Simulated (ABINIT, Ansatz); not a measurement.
# SnH2 (P-3m1): zone-centre phonons

Aim: the zone-centre modes of SnH2 (P-3m1).

Calculated with ABINIT 10.8.3; DFT LDA, scalar-relativistic, plane waves, HGH norm-conserving pseudopotentials.

Report form: the programs' logs are mostly left out.

The structure was built from a prototype and need not be the compound's stable phase.

## (1) The structure

Symmetry: P-3m1, No. 164, trigonal system. The conventional cell has a = 3.563 Å, b = 3.563 Å, c = 3.137 Å, α = 90.00°, β = 90.00°, γ = 120.00°. Nearest to Sn lie 6 H at 2.17 Å. Nearest to H lie 3 Sn at 2.17 Å. Farther neighbours are not listed.

As a file:

```cif
data_structure
_symmetry_space_group_name_H-M 'P-3m1'
_symmetry_Int_Tables_number 164
_cell_length_a 3.5632
_cell_length_b 3.5632
_cell_length_c 3.1370
_cell_angle_alpha 90.000
_cell_angle_beta 90.000
_cell_angle_gamma 120.000
_cell_volume 34.49
loop_
_atom_site_label
_atom_site_type_symbol
_atom_site_symmetry_multiplicity
_atom_site_Wyckoff_symbol
_atom_site_fract_x
_atom_site_fract_y
_atom_site_fract_z
_atom_site_occupancy
Sn1 Sn 1 a 0.00000 0.00000 0.00000 1
H1 H 2 d 0.33333 0.66667 0.22001 1
```

## (2) Relaxing the cell and atoms

The harmonic expansion needs vanishing forces, and a free crystal bears no stress, so cell and atoms are brought to rest. Stress is more sensitive to the basis than forces are: the last 3 Ha under the cutoff are smoothed with ecutsm, and the cutoff is raised above that of the later runs.

The starting cell comes from a relaxation made beforehand in Ansatz (LDA, PseudoDojo NC).

The input, relax.abi:

```
# relaxation
ionmov 2
optcell 2
dilatmx 1.08
ntime 40
tolmxf 1.0d-05
tolvrs 1.0d-14
prtwf 0
prtden 0
chksymtnons 0

# basis, mesh and filling
ecut 43.0
ecutsm 3.0
ixc 7
ngkpt 12 12 12
nshiftk 1
shiftk 0.0 0.0 0.0
istwfk *1
occopt 7
tsmear 0.01
nband 8
nstep 100
diemac 1000000.0
prtebands 0
prtgsr 0

# cell and atoms
acell 3*1.0 Angstrom
rprim 
    3.563219277 0.0 0.0
    -1.781609639 3.085838413 0.0
    0.0 0.0 3.137027693
ntypat 2
znucl 50 1
natom 3
typat 1 2 2
xred 
    0.0 0.0 0.0
    1/3 2/3 0.2200095988
    2/3 1/3 0.7799904012
pp_dirpath "./pseudo"
pseudos "Sn.hgh, H.hgh"
```

Launch:

```bash
$ OMP_NUM_THREADS=1 mpirun -n 4 abinit relax.abi > relax.log
```

Wall time 4.6 min (4 MPI ranks of Intel Xeon Platinum 8488C (Sapphire Rapids), shared host).

Relaxation path:

```
step  energy less that of the first step (eV)  largest force (eV/Å)  volume (Å³)
   1                                   0.0000                0.0107        34.49
   2                                   0.0000                0.0096        34.47
   3                                  -0.0001                0.0052        34.38
   4                                  -0.0001                0.0051        34.38
   5                                  -0.0001                0.0032        34.36
   6                                  -0.0001                0.0032        34.36
   7                                  -0.0001                0.0030        34.37
   8                                  -0.0001                0.0023        34.38
   9                                  -0.0001                0.0010        34.38
  10                                  -0.0001                0.0001        34.38
  11                                  -0.0001                0.0001        34.38
```

```
conventional cell, symmetrised  before  after  change
                         a (Å)   3.563  3.561  -0.1 %
                         b (Å)   3.563  3.561  -0.1 %
                         c (Å)   3.137  3.130  -0.2 %
              volume (Å³/atom)   11.50  11.46  -0.3 %
```

The relaxed structure:

```cif
data_structure
_symmetry_space_group_name_H-M 'P 1'
_symmetry_Int_Tables_number 1
_cell_length_a 3.5614
_cell_length_b 3.5614
_cell_length_c 3.1300
_cell_angle_alpha 90.000
_cell_angle_beta 90.000
_cell_angle_gamma 120.000
_cell_volume 34.38
loop_
_atom_site_label
_atom_site_type_symbol
_atom_site_fract_x
_atom_site_fract_y
_atom_site_fract_z
_atom_site_occupancy
Sn1 Sn 0.00000 0.00000 0.00000 1
H2 H 0.33333 0.66667 0.21879 1
H3 H 0.66667 0.33333 0.78121 1
```

Read from the output:

```yaml
volume_per_atom: 11.46 Å³
pressure: -0.001580 GPa
gap_on_the_k_mesh: 0 eV
```

The volume changes by -0.3 % from the cell with which this run began.

## (3) Ground state

First-order wavefunctions inherit every error of the ground state, hence the very tight tolvrs. Occupations are smeared.

The input, gs.abi:

```
# ground state
tolvrs 1.0d-16
prtden 1
prtwf 1

# basis, mesh and filling
ecut 35.0
ixc 7
ngkpt 12 12 12
nshiftk 1
shiftk 0.0 0.0 0.0
istwfk *1
occopt 7
tsmear 0.01
nband 8
nstep 100
diemac 1000000.0
prtebands 0
prtgsr 0

# cell and atoms
acell 3*1.0 Angstrom
rprim 
    3.561418869 0.0 0.0
    -1.780709435 3.084279214 0.0
    0.0 0.0 3.130040431
ntypat 2
znucl 50 1
natom 3
typat 1 2 2
xred 
    0.0 0.0 0.0
    1/3 2/3 0.2187948148
    2/3 1/3 0.7812051853
pp_dirpath "./pseudo"
pseudos "Sn.hgh, H.hgh"
```

Launch:

```bash
$ OMP_NUM_THREADS=1 mpirun -n 4 abinit gs.abi > gs.log
```

The job ended after 18 s (4 MPI ranks).

This step gave:

* pressure: -0.5402 GPa

The cell stands at -0.54 GPa: the relaxation ran with a smoothed and higher cutoff, and the difference is a stress of the finite basis.

## (4) Zone-centre response

At q = 0 one unit cell holds all displacements. The response is solved for single atoms along the cell's directions, and symmetry skips those that follow from others. The crystal is treated as a metal, which screens a static field, so no field response is asked.

The input, dfpt_gamma.abi:

```

# common to the responses
getwfk_filepath "gso_WFK"
kptopt 2
nqpt 1
qpt 0.0 0.0 0.0
asr 0
chneut 0

# displacements
rfphon 1
rfatpol 1 3
rfdir 1 1 1
tolvrs 1.0d-10
prtwf 0

# basis, mesh and filling
ecut 35.0
ixc 7
ngkpt 12 12 12
nshiftk 1
shiftk 0.0 0.0 0.0
istwfk *1
occopt 7
tsmear 0.01
nband 8
nstep 100
diemac 1000000.0
prtebands 0
prtgsr 0

# cell and atoms
acell 3*1.0 Angstrom
rprim 
    3.561418869 0.0 0.0
    -1.780709435 3.084279214 0.0
    0.0 0.0 3.130040431
ntypat 2
znucl 50 1
natom 3
typat 1 2 2
xred 
    0.0 0.0 0.0
    1/3 2/3 0.2187948148
    2/3 1/3 0.7812051853
pp_dirpath "./pseudo"
pseudos "Sn.hgh, H.hgh"
```

Launch:

```bash
$ OMP_NUM_THREADS=1 mpirun -n 4 abinit dfpt_gamma.abi > dfpt_gamma.log
```

It took 1.9 min on 4 MPI ranks.

This step gave:

```
largest acoustic frequency at the zone centre before the sum rule : -0.38 cm⁻¹
highest optical zone-centre mode (no LO-TO term)                  : 873.1 cm⁻¹
lowest optical zone-centre mode                                   : -348.2 cm⁻¹
```

The acoustic modes at Γ come out as far as 0.4 cm⁻¹ from zero, where they should vanish, a small numerical error. The lowest optical mode is imaginary, 348i cm⁻¹, an instability at this level and on this k mesh.

## (5) Zone-centre analysis

anaddb reads the merged derivatives and imposes the acoustic sum rule.

The input, anaddb.abi:

```
ddb_filepath "gamma_DDB"
output_file "anaddb.abo"
outdata_prefix "anaddb"
asr 1
chneut 1
enunit 2
eivec 1
nph1l 1
qph1l 0.0 0.0 0.0 1.0
```

The input, mrgddb.in:

```
gamma_DDB
merged
2
dfpt_gammao_DDB
gso_DDB
```

Launch:

```bash
$ mrgddb < mrgddb.in > mrgddb.log
$ OMP_NUM_THREADS=1 anaddb anaddb.abi > anaddb.log
```

Run time: 0.62 s. Hardware: 1 thread.

No LO-TO term; unit eigenvectors of the mass-weighted matrix, from anaddb's displacements. The modes at Γ (shares of kinetic energy by element, %) (negative means imaginary):

```
mode  frequency (cm⁻¹)  Sn %  H %
   1            -348.2     2   98
   2            -348.2     2   98
   3               0.0    98    2
   4               0.0    98    2
   5               0.0    98    2
   6             467.7     2   98
   7             802.2     0  100
   8             873.1     0  100
   9             873.1     0  100
```

Displacements in mode 1 (-348.2 cm⁻¹), the largest set to 1:
```
Sn1  0.01  0.02  0.00
H2  -0.86 -1.00  0.00
H3  -0.86 -1.00  0.00
```

Displacements in mode 6 (467.7 cm⁻¹), the largest set to 1:
```
Sn1  0.00  0.00  0.02
H2   0.00  0.00 -1.00
H3   0.00  0.00 -1.00
```

The rule moves no optical mode by more than 0.1 cm⁻¹.

## (6) The same in Ansatz

The same cell goes through another code, with its own cutoff. The potentials differ.

This step: DFT LDA, scalar-relativistic, plane waves, PseudoDojo norm-conserving pseudopotentials (Ansatz 0.2.0).

The input, input.yaml:

```yaml
crystal:
  lattice:
    - [3.5614188688, 0.0, 0.0]
    - [-1.7807094347, 3.0842792138, 0.0]
    - [0.0, 0.0, 3.130040431]
  atoms:
    - { symbol: Sn, position: [0.0, 0.0, 0.0] }
    - { symbol: H, position: [0.3333333333, 0.6666666667, 0.2187948148] }
    - { symbol: H, position: [0.6666666667, 0.3333333333, 0.7812051852] }
kpoints:
  mp_grid: { grid: [12, 12, 12] }
hamiltonian:
  xc: lda
  pseudopotentials: { kind: nc, accuracy: standard }
scf:
  occupations: { method: gaussian, width: 0.27211 }
output:
  eigenvalues: true
phonons:
  method: dfpt
```

Launch:

```bash
$ ansatz run input.yaml --threads 4 --pin off --max-ram 8192MiB --backend cpu --events-out ev --progress --plain --runs-dir out
```

The job ended after 34 s (4 threads; peak memory 1.8 GiB).

Read from the output:

| Item | Value |
| --- | --- |
| sum-rule residual before enforcement | 2.39e-5 eV/Å² |
| highest optical zone-centre mode (no LO-TO term) | 893.7 cm⁻¹ |
| lowest optical zone-centre mode | -260.4 cm⁻¹ |

## (7) Side by side: ABINIT HGH and Ansatz, PseudoDojo

Worked out from the results:

| Property | Result |
| --- | --- |
| root-mean-square difference | 52.11 cm⁻¹ |
| largest difference | 87.83 cm⁻¹ |

Frequencies side by side, by row:

```
q (reciprocal lattice)  mode  ABINIT HGH (cm⁻¹)  Ansatz, PseudoDojo (cm⁻¹)
                 0 0 0     1             -348.2                     -260.4
                 0 0 0     2             -348.2                     -260.4
                 0 0 0     3                  0                          0
                 0 0 0     4                  0                          0
                 0 0 0     5                  0                          0
                 0 0 0     6              467.7                      464.1
                 0 0 0     7              802.2                      802.8
                 0 0 0     8              873.1                      893.7
                 0 0 0     9              873.1                      893.7
```

At the zone centre the largest difference (acoustic modes at Γ apart) is 10 % of the highest mode, but 25 % of the mode at 348i cm⁻¹ on which it sits.

## (8) Outcome

| Property | Result |
| --- | --- |
| space group after relaxation | P-3m1 |
| volume per atom | 11.5 Å³ |
| highest optical zone-centre mode (no LO-TO term) | 873.1 cm⁻¹ |
| lowest optical zone-centre mode | -348.2 cm⁻¹ |
| imaginary optical modes at the zone centre (no q mesh in this session) | yes |
| largest difference from Ansatz, PseudoDojo | 87.8 cm⁻¹ |

In words: At the LDA level the optical modes of SnH2 (P-3m1) at the zone centre run from 348i to 873 cm⁻¹, so the structure is a saddle point, with 2 modes beyond 10i cm⁻¹ there. On other potentials, and in a cell that was not relaxed for them, the second run differs strongly on some modes. The base run prints -0.54 GPa, mostly the error of a finite basis; the relaxation, with a smoothed and higher cutoff, had brought the cell to rest. ABINIT HGH and Ansatz, PseudoDojo differ by 52.1 cm⁻¹ in the root mean square and by 87.8 cm⁻¹ at most, 10.1 % of the highest mode compared (acoustic modes at Γ left out); the two use different potentials, and the cell was not relaxed for the second set. These are harmonic frequencies at zero temperature: anharmonic shifts and linewidths and thermal expansion are left out. The HGH files keep few electrons and have no core correction, which is cheap but rough for Sn. In a metal the frequencies hang on the k mesh and the smearing, most of all near Kohn anomalies. The structure is a hypothetical one, built on a prototype.

[Host names and launcher messages were left out of these logs when they were recorded.]

[Logs are printed without paths, hosts, clocks, repeated set-up lines and the standing remarks that a program may print on its own settings, such as how far it seeks lower states.]

[Hosts, paths, dates, database ids (printed as entryN), source tags and the programs' standing remarks are cut or masked in the printed files.]
